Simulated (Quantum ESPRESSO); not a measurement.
# MnHg: parallel and opposed starts

Wanted: the moments of MnHg and the energy of each order that was tried.

Main program and level: Quantum ESPRESSO 7.5; PBE; plane waves with GBRV 1.5 PBE potentials, no spin-orbit coupling.

Report form: the programs' logs are mostly left out.

## 1. The structure

The structure is cubic, space group Pm-3m (No. 221). Conventional cell: a = 3.315 Å, b = 3.315 Å, c = 3.315 Å, α = 90.00°, β = 90.00°, γ = 90.00°. Nearest to Mn lie 8 Hg at 2.87 Å. Hg has 8 Mn at 2.87 Å nearest. Farther neighbours are not listed.

The cell comes from the Crystallography Open Database.

## 2. Start 1: ferro +

The signs are those of the starting moments on the seeded atoms, the atoms that are given a moment.

The input, pw.in:

```
&CONTROL
  calculation = 'scf'
  prefix = 'pwscf'
  outdir = './tmp'
  pseudo_dir = './pseudo'
  disk_io = 'nowf'
  tprnfor = .true.
  tstress = .true.
/
&SYSTEM
  ibrav = 0
  nat = 2
  ntyp = 2
  ecutwfc = 40
  ecutrho = 280
  nbnd = 22
  occupations = 'smearing'
  smearing = 'fd'
  degauss = 0.00999582
  nspin = 2
  starting_magnetization(1) = 0.2333
  starting_magnetization(2) = 0
/
&ELECTRONS
  conv_thr = 4d-09
  electron_maxstep = 150
  mixing_beta = 0.3
/
ATOMIC_SPECIES
Mn     54.9380 mn_pbe_v1.5.uspp.F.UPF
Hg    200.5920 hg_pbe_v1.uspp.F.UPF
CELL_PARAMETERS bohr
   6.2644421031    0.0000000000    0.0000000000
   0.0000000000    6.2644421031    0.0000000000
   0.0000000000    0.0000000000    6.2644421031
ATOMIC_POSITIONS crystal
Mn      0.5000000000    0.5000000000    0.5000000000
Hg      0.0000000000    0.0000000000    0.0000000000
K_POINTS automatic
8 8 8 0 0 0
```

Launch:

```
$ OMP_NUM_THREADS=1 mpirun -n 2 pw.x -nk 2 -in pw.in > pw.out
```

Wall time 14 s (2 MPI ranks of Intel Xeon Platinum 8488C (Sapphire Rapids), shared host); peak memory 0.21 GiB.

Spin moment in the atom's sphere by atom:

| atom | spin moment in the atom's sphere (μB) |
| --- | --- |
| Mn1 | 3.87 |
| Hg2 | -0.02 |

Read from the output:

- smearing term TS: 0.09335 eV
- pressure: 0.5843 GPa
- magnetization: 3.901 μB
- absolute magnetization: 4.142 μB
- final state: ferromagnetic

## 3. Start 2: antiferro q=(0,1/2,1/2) +−

This order needs a doubled cell of 4 atoms. The wavevector q is in fractions of the reciprocal vectors of the crystal's primitive cell, as the cells of these inputs are built from it; moments change sign between cells as cos(2π q·R).

The input, pw.in:

```
&CONTROL
  calculation = 'scf'
  prefix = 'pwscf'
  outdir = './tmp'
  pseudo_dir = './pseudo'
  disk_io = 'nowf'
  tprnfor = .true.
  tstress = .true.
/
&SYSTEM
  ibrav = 0
  nat = 4
  ntyp = 3
  ecutwfc = 40
  ecutrho = 280
  nbnd = 36
  occupations = 'smearing'
  smearing = 'fd'
  degauss = 0.00999582
  nspin = 2
  starting_magnetization(1) = 0.2333
  starting_magnetization(2) = -0.2333
  starting_magnetization(3) = 0
/
&ELECTRONS
  conv_thr = 8d-09
  electron_maxstep = 150
  mixing_beta = 0.3
/
ATOMIC_SPECIES
Mn1    54.9380 mn_pbe_v1.5.uspp.F.UPF
Mn2    54.9380 mn_pbe_v1.5.uspp.F.UPF
Hg    200.5920 hg_pbe_v1.uspp.F.UPF
CELL_PARAMETERS bohr
   6.2644421031    0.0000000000    0.0000000000
   0.0000000000   12.5288842063    0.0000000000
   0.0000000000    6.2644421031    6.2644421031
ATOMIC_POSITIONS crystal
Mn1     0.5000000000    0.0000000000    0.5000000000
Mn2     0.5000000000    0.5000000000    0.5000000000
Hg      0.0000000000    0.0000000000    0.0000000000
Hg      0.0000000000    0.5000000000    0.0000000000
K_POINTS automatic
8 4 8 0 0 0
```

It took 76 s on 2 MPI ranks; peak memory 0.39 GiB.

Spin moment in the atom's sphere by atom:

| atom | spin moment in the atom's sphere (μB) |
| --- | --- |
| Mn1 | 3.88 |
| Mn2 | -3.88 |
| Hg3 | 0.00 |
| Hg4 | 0.00 |

Read from the output:

| Property | Result |
| --- | --- |
| smearing term TS | 0.2038 eV |
| pressure | 1.181 GPa |
| magnetization | 0 μB |
| absolute magnetization | 8.161 μB |
| final state | antiferromagnetic |

## 4. Start 3: antiferro q=(0,0,1/2) +−

This order needs a doubled cell of 4 atoms.

Edit pw.in of step 3 so:

```diff
@@ -35,10 +35,10 @@
    6.2644421031    0.0000000000    0.0000000000
-   0.0000000000   12.5288842063    0.0000000000
-   0.0000000000    6.2644421031    6.2644421031
+   0.0000000000    6.2644421031    0.0000000000
+   0.0000000000    0.0000000000   12.5288842063
 ATOMIC_POSITIONS crystal
-Mn1     0.5000000000    0.0000000000    0.5000000000
-Mn2     0.5000000000    0.5000000000    0.5000000000
+Mn1     0.5000000000    0.5000000000    0.2500000000
+Mn2     0.5000000000    0.5000000000    0.7500000000
 Hg      0.0000000000    0.0000000000    0.0000000000
-Hg      0.0000000000    0.5000000000    0.0000000000
+Hg      0.0000000000    0.0000000000    0.5000000000
 K_POINTS automatic
-8 4 8 0 0 0
+8 8 4 0 0 0
```

It took 68 s on 2 MPI ranks; peak memory 0.36 GiB; 2.3 min of CPU time.

Spin moment in the atom's sphere by atom:

| atom | spin moment in the atom's sphere (μB) |
| --- | --- |
| Mn1 | 3.87 |
| Mn2 | -3.87 |
| Hg3 | 0.00 |
| Hg4 | 0.00 |

Read from the output:

```yaml
smearing_term_ts: 0.1860 eV
pressure: 0.0309 GPa
magnetization: 0 μB
absolute_magnetization: 8.263 μB
final_state: antiferromagnetic
```

## 5. Run 4, typed as antiferro q=(1/2,1/2,1/2) +−

The cell is doubled to 4 atoms to hold this order.

Edit pw.in of step 4 so:

```diff
@@ -34,11 +34,11 @@
 CELL_PARAMETERS bohr
-   6.2644421031    0.0000000000    0.0000000000
-   0.0000000000    6.2644421031    0.0000000000
-   0.0000000000    0.0000000000   12.5288842063
+  12.5288842063    0.0000000000    0.0000000000
+   6.2644421031    6.2644421031    0.0000000000
+   6.2644421031    0.0000000000    6.2644421031
 ATOMIC_POSITIONS crystal
-Mn1     0.5000000000    0.5000000000    0.2500000000
-Mn2     0.5000000000    0.5000000000    0.7500000000
+Mn1     0.7500000000    0.5000000000    0.5000000000
+Mn2     0.2500000000    0.5000000000    0.5000000000
 Hg      0.0000000000    0.0000000000    0.0000000000
-Hg      0.0000000000    0.0000000000    0.5000000000
+Hg      0.5000000000    0.0000000000    0.0000000000
 K_POINTS automatic
-8 8 4 0 0 0
+4 8 8 0 0 0
```

The job ended after 50 s (2 MPI ranks; peak memory 0.31 GiB; 99 s of CPU time).

Read from the output:

```
smearing term TS       : 0.1670 eV
pressure               : -0.6049 GPa
magnetization          : 0 μB
absolute magnetization : 8.304 μB
final state            : antiferromagnetic
largest moment         : 3.891 μB
```

## 6. Start 5: no spin polarisation

The input, pw.in:

```
&CONTROL
  calculation = 'scf'
  prefix = 'pwscf'
  outdir = './tmp'
  pseudo_dir = './pseudo'
  disk_io = 'nowf'
  tprnfor = .true.
  tstress = .true.
/
&SYSTEM
  ibrav = 0
  nat = 2
  ntyp = 2
  ecutwfc = 40
  ecutrho = 280
  nbnd = 20
  occupations = 'smearing'
  smearing = 'fd'
  degauss = 0.00999582
/
&ELECTRONS
  conv_thr = 4d-09
  electron_maxstep = 150
  mixing_beta = 0.3
/
ATOMIC_SPECIES
Mn     54.9380 mn_pbe_v1.5.uspp.F.UPF
Hg    200.5920 hg_pbe_v1.uspp.F.UPF
CELL_PARAMETERS bohr
   6.2644421031    0.0000000000    0.0000000000
   0.0000000000    6.2644421031    0.0000000000
   0.0000000000    0.0000000000    6.2644421031
ATOMIC_POSITIONS crystal
Mn      0.5000000000    0.5000000000    0.5000000000
Hg      0.0000000000    0.0000000000    0.0000000000
K_POINTS automatic
8 8 8 0 0 0
```

Elapsed: 9.4 s, on 2 MPI ranks; peak memory 0.19 GiB.

Numbers from this step:

```yaml
smearing_term_ts: 0.3179 eV
pressure: -13.88 GPa
final_state: non-magnetic (no spin polarisation)
```

## 7. A faulty input

As a test, an input with a fault in it is run.

The input, pw.in:

```
&CONTROL
  calculation = 'scf'
  prefix = 'pwscf'
  outdir = './tmp'
  pseudo_dir = './pseudo'
  disk_io = 'nowf'
  tprnfor = .true.
  tstress = .true.
/
&SYSTEM
  ibrav = 0
  nat = 2
  ntyp = 2
  ecutwfc = 40
  ecutrho = 280
  nbnd = 22
  occupations = 'smearing'
  smearing = 'fd'
  degauss = 0.00999582
  nspin = 2
  starting_magnetization(1) = 0.2333
  starting_magnetization(2) = 0
/
&ELECTRONS
  conv_thr = 4d-09
  electron_maxstep = 100
  mixing_beta = 0.3
/
ATOMIC_SPECIES
Mn     54.9380 mn_pbe_v1.5.uspp.F.UPF
Hg    200.5920 hg_pbe_v1.uspp.F.UPF
CELL_PARAMETERS angstrom
   3.3150000000    0.0000000000    0.0000000000
   0.0000000000    3.3150000000    0.0000000000
   0.0000000000    0.0000000000    3.3150000000
ATOMIC_POSITIONS crystal
Mn      0.5000000000    0.5000000000    0.5000000000
Hg      0.0000000000    0.0000000000    0.0000000000
K_POINTS automatic
1 1 1 0 0 0
```

Launch:

```
$ OMP_NUM_THREADS=1 mpirun -n 2 pw.x -in pw.in > pw.out
```

The job ended after 4.1 s (2 MPI ranks; peak memory 0.18 GiB; 7.8 s of CPU time).

Convergence was reached, yet the input spoils the result.

The fault in the input: one k-point for a small cell.

The two runs compared:

| quantity | this run | same start on sound input | difference |
| --- | --- | --- | --- |
| largest moment (μB) | 2.9745 | 3.8675 | -0.893 |
| magnetization (μB) | 3 | 3.901 | -0.901 |
| absolute magnetization (μB) | 3.195 | 4.142 | -0.947 |

The two runs differ clearly in the magnetization: 3 μB against 3.90 μB.

## 8. Ranking

An order is kept where moments of 0.15 μB or more survive with the typed signs; meshes match where a doubled cell samples the same k points as the first cell.

Orders:

| start | final state | typed order kept | energy over the lowest (meV a seeded atom) | largest site moment (μB) | net moment (μB a cell of the first run) | mesh matched | CPU time (s) |
| --- | --- | --- | --- | --- | --- | --- | --- |
| ferro + | ferromagnetic | yes | 87.39 | 3.867 | 3.901 | yes | 27 |
| antiferro q=(0,1/2,1/2) +- | antiferromagnetic | yes | 146.4 | 3.875 | 0 | yes | 150.9 |
| antiferro q=(0,0,1/2) +- | antiferromagnetic | yes | 43.04 | 3.866 | 0 | yes | 135.4 |
| antiferro q=(1/2,1/2,1/2) +- | antiferromagnetic | yes | 0 | 3.891 | 0 | yes | 98.76 |
| no spin polarisation | non-magnetic | - | 1460 | 0 | 0 | yes | 18.41 |

## 9. The lowest state again, with its states saved

The input, pw.in:

```
&CONTROL
  calculation = 'scf'
  prefix = 'pwscf'
  outdir = './tmp'
  pseudo_dir = './pseudo'
  disk_io = 'low'
  tprnfor = .true.
  tstress = .true.
/
&SYSTEM
  ibrav = 0
  celldm(1) = 8
  nat = 4
  ntyp = 3
  ecutwfc = 40
  ecutrho = 280
  nbnd = 40
  occupations = 'smearing'
  smearing = 'fd'
  degauss = 0.00999582
  nspin = 2
  starting_magnetization(1) = 0.2333
  starting_magnetization(2) = -0.2333
  starting_magnetization(3) = 0
/
&ELECTRONS
  conv_thr = 8d-09
  electron_maxstep = 150
  mixing_beta = 0.3
/
ATOMIC_SPECIES
Mn1    54.9380 mn_pbe_v1.5.uspp.F.UPF
Mn2    54.9380 mn_pbe_v1.5.uspp.F.UPF
Hg    200.5920 hg_pbe_v1.uspp.F.UPF
CELL_PARAMETERS alat
   1.5661105257836    0.0000000000000    0.0000000000000
   0.7830552628918    0.7830552628918    0.0000000000000
   0.7830552628918    0.0000000000000    0.7830552628918
ATOMIC_POSITIONS crystal
Mn1     0.7500000000    0.5000000000    0.5000000000
Mn2     0.2500000000    0.5000000000    0.5000000000
Hg      0.0000000000    0.0000000000    0.0000000000
Hg      0.5000000000    0.0000000000    0.0000000000
K_POINTS automatic
4 8 8 0 0 0
```

Launch:

```
$ OMP_NUM_THREADS=1 mpirun -n 2 pw.x -nk 2 -in pw.in > pw.out
```

Run time: 45 s. Hardware: 2 MPI ranks; peak memory 0.32 GiB.

Read from the output:

```yaml
smearing_term_ts: 0.1670 eV
pressure: -0.524 GPa
magnetization: 0 μB
absolute_magnetization: 8.304 μB
final_state: antiferromagnetic
largest_moment: 3.891 μB
```

## 10. Löwdin moments

projwfc.x projects the saved states on orthogonalised atomic orbitals of the pseudopotential files.

Wall time 2.7 s (2 MPI ranks); peak memory 0.19 GiB; 5.2 s of CPU time.

| atom | moment in the sphere (μB) | Löwdin moment (μB) | Löwdin charge (e) |
| --- | --- | --- | --- |
| Mn1 | 3.891 | 4.225 | 14.972 |
| Mn2 | -3.891 | -4.225 | 14.972 |
| Hg3 | 0.000 | 0.000 | 11.981 |
| Hg4 | 0.000 | 0.000 | 11.981 |

## 11. Summary of results

```yaml
lowest_state_found: antiferromagnetic (from antiferro q=(1/2,1/2,1/2) +-)
largest_site_moment: 3.89 μB
next_state_with_moments: antiferromagnetic, 43.0 meV a seeded atom higher
state_without_moments: 1460 meV a seeded atom higher
```

Forming the moments gains more than four times the spread of the orders, as local moments do. The largest moment reads 3.89 μB in the sphere and 4.22 μB by Löwdin projection; a site moment hangs on how space is shared out. This is the lowest of 5 collinear or spinless starts, no proof of the ground state. Energies are free energies at an electronic temperature of 1580 K, which lowers moments and differences where the moments are itinerant.

[Logs and program files are shortened in this print: banners, set-up blocks, solver, clock and traceback lines can be left out without a mark of their own.]

[Logs are printed without paths, hosts, clocks, repeated set-up lines and the standing remarks that a program may print on its own settings, such as how far it seeks lower states.]

[Hosts, paths, dates, database ids (printed as entryN), source tags and the programs' standing remarks are cut or masked in the printed files.]

[Where a cell is said to come from a database of computed structures, the database is the Materials Project.]
